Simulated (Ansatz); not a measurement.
## (GaAs)3(InP)1 [001] superlattice, started as zinc blende: the cell at rest

Wanted: the relaxed cell of (GaAs)3(InP)1 [001] superlattice, started as zinc blende.

Program: Ansatz 0.2.0. Level of theory: DFT PBEsol, scalar-relativistic, plane waves, PAW. Results are calculated unless marked as measured.

Most raw output is cut from this account.

The structure was built from a prototype and need not be the compound's stable phase.

## 1. The starting structure

The structure is orthorhombic, space group Pmm2 (No. 25). Conventional cell: a = 4.034 Å, b = 4.034 Å, c = 11.410 Å, α = 90.00°, β = 90.00°, γ = 90.00°. As has 4 Ga at 2.47 Å nearest. Nearest to As lie 4 Ga at 2.47 Å. Nearest to As lie 2 Ga at 2.47 Å and 2 In at 2.47 Å. Ga has 2 As at 2.47 Å and 2 P at 2.47 Å nearest. Nearest to Ga lie 4 As at 2.47 Å. Ga has 4 As at 2.47 Å nearest. Farther neighbours are not listed.

## 2. A coarse first look

A quick single point on a coarse mesh tells whether the cell has a gap and how far it is from rest, which sets the k mesh and smearing that follow.

Input file input.yaml:

```yaml
crystal:
  lattice:
    - [2.8525, 2.8525, 0.0]
    - [-2.8525, 2.8525, 0.0]
    - [0.0, 0.0, 11.41]
  atoms:
    - { symbol: As, position: [0.5, 0.0, 0.125] }
    - { symbol: As, position: [1.0, 0.5, 0.375] }
    - { symbol: As, position: [0.5, 0.0, 0.625] }
    - { symbol: Ga, position: [0.0, 0.0, 0.0] }
    - { symbol: Ga, position: [0.5, 0.5, 0.25] }
    - { symbol: Ga, position: [0.0, 0.0, 0.5] }
    - { symbol: In, position: [0.5, 0.5, 0.75] }
    - { symbol: P, position: [1.0, 0.5, 0.875] }
kpoints:
  mp_grid: { grid: [4, 4, 2] }
hamiltonian:
  xc: pbesol
scf:
  occupations: { method: gaussian, width: 0.1 }
output:
  forces: true
  stress: true
  eigenvalues: true
```

On the command line:

```bash
> ansatz run input.yaml --threads 4 --pin off --max-ram 14336MiB --backend cpu --events-out ev --progress --plain --runs-dir out
```

It took 9.4 s on 4 threads of Arm Neoverse N1, shared host; peak memory 0.58 GiB.

A gap read on the k-mesh alone can miss the band edges.

This step gave:

```
pressure           : 0.9849 GPa
volume per atom    : 23.21 Å³
gap on the k-mesh  : 0.4027 eV
direct gap on mesh : 0.4027 eV
```

The coarse mesh shows a gap of 0.40 eV and a pressure of 1.0 GPa.

## 3. Coarse relaxation

A rough relaxation comes first, because large forces or stress need no tight tolerances yet.

input.yaml, as its differences from that of step 2:

```diff
@@ -15,3 +15,3 @@
 kpoints:
-  mp_grid: { grid: [4, 4, 2] }
+  mp_grid: { grid: [6, 6, 2] }
 hamiltonian:
@@ -24 +24,6 @@
   eigenvalues: true
+relax:
+  adjacent_minimum: "off"
+  f_tol: 0.05
+  max_steps: 80
+  cell: { stress_tol: 0.5 }
```

It took 92 s on 4 threads; peak memory 0.73 GiB.

Step by step:

```csv
step,energy less that of the first step (eV),largest force component (eV/Å),pressure (GPa),volume (Å³)
1,0.0000,1.6586,0.91,185.68
2,-0.2405,0.2435,-0.55,187.81
3,-0.2509,0.0594,-0.16,186.75
4,-0.2516,0.0074,0.00,186.31
5*,-0.2518,0.0074,0.00,186.31
```

Relaxation steps marked * repeat the geometry before them on a plane-wave basis chosen anew for their cell, so energy and pressure can jump there.

The run keeps the 4 symmetry operations that it works with, so distortions that break them were not tested.

```csv
"conventional cell, symmetrised",before,after,change
a (Å),4.034,4.030,-0.1 %
b (Å),4.034,4.041,+0.2 %
c (Å),11.410,11.441,+0.3 %
volume (Å³/atom),23.21,23.29,+0.3 %
```

The atoms that moved most (Å, as changes of fractional coordinates times the final cell):

```csv
atom,dx,dy,dz,length
P8,0.000,0.000,0.172,0.172
As3,0.000,0.000,-0.125,0.125
Ga6,0.000,0.000,-0.079,0.079
In7,0.000,0.000,0.078,0.078
As2,0.000,0.000,-0.056,0.056
Ga4,0.000,0.000,0.034,0.034
Ga5,0.000,0.000,-0.025,0.025
```

This step gave:

| Item | Value |
| --- | --- |
| pressure | 0.001093 GPa |
| volume per atom | 23.29 Å³ |
| gap on the k-mesh | 0.3088 eV |
| direct gap on mesh | 0.3088 eV |

In this step the volume went from 23.21 to 23.29 Å³/atom.

## 4. Relaxation

Harmonic phonons are second derivatives at a point where the forces vanish, and they are wanted at zero stress, so atoms and cell are relaxed first.

Input file input.yaml:

```yaml
crystal:
  lattice:
    - [2.8576240311, 2.8576240311, 0.0]
    - [-2.84939992, 2.84939992, 0.0]
    - [0.0, 0.0, 11.440655191]
  atoms:
    - { symbol: As, position: [0.5, 0.0, 0.1251777644] }
    - { symbol: As, position: [1.0, 0.5, 0.3701129677] }
    - { symbol: As, position: [0.5, 0.0, 0.6140542801] }
    - { symbol: Ga, position: [0.0, 0.0, 0.0029428697] }
    - { symbol: Ga, position: [0.5, 0.5, 0.2477917586] }
    - { symbol: Ga, position: [0.0, 0.0, 0.4930952512] }
    - { symbol: In, position: [0.5, 0.5, 0.7567765879] }
    - { symbol: P, position: [1.0, 0.5, 0.8900485204] }
kpoints:
  mp_grid: { grid: [8, 8, 4] }
hamiltonian:
  xc: pbesol
scf:
  occupations: { method: gaussian, width: 0.02 }
output:
  forces: true
  stress: true
  eigenvalues: true
relax:
  adjacent_minimum: "off"
  f_tol: 0.005
  max_steps: 80
  cell: { stress_tol: 0.05 }
```

Run time: 2.3 min. Hardware: 4 threads; peak memory 1 GiB; 9.1 min of CPU time.

Step by step:

```csv
step,energy less that of the first step (eV),largest force component (eV/Å),pressure (GPa),volume (Å³)
1,0.0000,0.0076,0.02,186.31
2,-0.0001,0.0046,0.00,186.37
3*,-0.0001,0.0046,0.00,186.37
```

Relaxation steps marked * repeat the geometry before them on a plane-wave basis chosen anew for their cell, so energy and pressure can jump there.

Forces are held to the 4 operations that the run works with; a distortion that breaks them can't arise in this run.

```csv
"conventional cell, symmetrised",before,after,change
a (Å),4.030,4.026,-0.1 %
b (Å),4.041,4.038,-0.1 %
c (Å),11.441,11.465,+0.2 %
volume (Å³/atom),23.29,23.30,+0.0 %
```

Final coordinates:

```cif
data_structure
_symmetry_space_group_name_H-M 'P 1'
_symmetry_Int_Tables_number 1
_cell_length_a 4.0377
_cell_length_b 4.0260
_cell_length_c 11.4648
_cell_angle_alpha 90.000
_cell_angle_beta 90.000
_cell_angle_gamma 90.000
_cell_volume 186.37
loop_
_atom_site_label
_atom_site_type_symbol
_atom_site_fract_x
_atom_site_fract_y
_atom_site_fract_z
_atom_site_occupancy
As1 As 0.50000 0.00000 0.12520 1
As2 As 0.00000 0.50000 0.37012 1
As3 As 0.50000 0.00000 0.61408 1
Ga4 Ga 0.00000 0.00000 0.00291 1
Ga5 Ga 0.50000 0.50000 0.24775 1
Ga6 Ga 0.00000 0.00000 0.49306 1
In7 In 0.50000 0.50000 0.75682 1
P8 P 0.00000 0.50000 0.89005 1
```

This step gave:

```
pressure           : -0.003189 GPa
gap on the k-mesh  : 0.3033 eV
volume per atom    : 23.30 Å³
direct gap on mesh : 0.3033 eV
```

In this step the volume went from 23.29 to 23.30 Å³/atom.

## 5. Relaxing to small forces for the phonons

Phonons need a cell at rest on their own settings, so the relaxation is repeated with tight tolerances on forces and stress, using the mesh and the filling of the phonon run that follows.

Input file input.yaml:

```yaml
crystal:
  lattice:
    - [2.855116091, 2.855116091, 0.0]
    - [-2.8468388251, 2.8468388251, 0.0]
    - [0.0, 0.0, 11.4648058898]
  atoms:
    - { symbol: As, position: [0.5, 0.0, 0.1251964553] }
    - { symbol: As, position: [1.0, 0.5, 0.3701243023] }
    - { symbol: As, position: [0.5, 0.0, 0.6140823435] }
    - { symbol: Ga, position: [0.0, 0.0, 0.0029138459] }
    - { symbol: Ga, position: [0.5, 0.5, 0.2477542185] }
    - { symbol: Ga, position: [0.0, 0.0, 0.4930554242] }
    - { symbol: In, position: [0.5, 0.5, 0.7568208742] }
    - { symbol: P, position: [1.0, 0.5, 0.8900525361] }
kpoints:
  mp_grid: { grid: [8, 8, 4] }
hamiltonian:
  xc: pbesol
scf:
  occupations: { method: fixed }
output:
  forces: true
  stress: true
  eigenvalues: true
relax:
  adjacent_minimum: "off"
  f_tol: 0.001
  max_steps: 60
  cell: { stress_tol: 0.01 }
```

It took 3 min on 4 threads; peak memory 1 GiB; 12 min of CPU time.

Little changed from the start: no atom moved by 0.005 Å and no cell edge by 0.1 %.

Numbers from this step:

- pressure: -6.03e-5 GPa
- gap on the k-mesh: 0.3046 eV
- direct gap on mesh: 0.3046 eV

The largest force component left is 0.23 meV/Å and the pressure is 0.000 GPa, within the tolerances set. The cell now holds 23.30 Å³/atom.

## 6. Outcome

| Quantity | Value |
| --- | --- |
| space group after relaxation (within 0.01 Å) | Pmm2 |
| lattice constant a | 4.026 Å |
| lattice constant b | 4.039 Å |
| lattice constant c | 11.461 Å |
| volume per atom | 23.3 Å³ |
| gap on the k-mesh | 0.305 eV |

In words: The largest force component left is 0.23 meV/Å and the pressure is 0.000 GPa, within the tolerances set. The cell now holds 23.30 Å³/atom. The relaxation keeps the symmetry of its start, so it says nothing on stability against lower symmetry. The starting cell was built on a prototype and not taken from a measurement, so the phase need not exist.

[Logs are printed without paths, hosts, clocks, repeated set-up lines and the standing remarks that a program may print on its own settings, such as how far it seeks lower states.]

[Hosts, paths, dates, database ids (printed as entryN), source tags and the programs' standing remarks are cut or masked in the printed files.]
